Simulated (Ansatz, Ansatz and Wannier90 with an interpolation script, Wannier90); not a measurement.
Planning a run of Ansatz 0.2.0 on GaAs (F-43m). The input:

```yaml
crystal:
  lattice:
    - [0.0, 2.82685, 2.82685]
    - [2.82685, 0.0, 2.82685]
    - [2.82685, 2.82685, 0.0]
  atoms:
    - { symbol: Ga, position: [0.0, 0.0, 0.0] }
    - { symbol: As, position: [0.75, 0.75, 0.75] }
kpoints:
  mp_grid: { grid: [8, 8, 8] }
hamiltonian:
  xc: r2scan
scf:
  occupations: { method: fixed }
  n_extra_bands: 30
output:
  wannier:
    kmesh: [16, 16, 16]
    projections:
      - { species: As, l: p, shell: 4 }
      - { species: Ga, l: s, shell: 4 }
      - { species: Ga, l: p, shell: 4 }
    minimise: false
    seedname: w
    disentanglement: { window: [0.8, 20.27], frozen_window: [0.8, 11.95] }
```

```sh
ansatz run input.yaml --threads 12 --pin off --max-ram 22118MiB --backend cpu --events-out ev --progress --plain --runs-dir out
```

Estimate wall time and host memory on 12 threads of Intel Xeon 6975P-C (Granite Rapids), shared host.

It took 15 s; on shared hardware allow 7.7 s to 31 s. Peak host memory was 4.3 GiB.

[Paths, hosts, dates, memory and timing lines, banners, echoed tables and standing remarks are left out of the program output.]

[Logs are printed without paths, hosts, clocks, repeated set-up lines and the standing remarks that a program may print on its own settings, such as how far it seeks lower states.]

[Runs of the session that timed out or met a known fault of the program may be left out.]

[Hosts, paths, dates, database ids (printed as entryN), source tags and the programs' standing remarks are cut or masked in the printed files.]
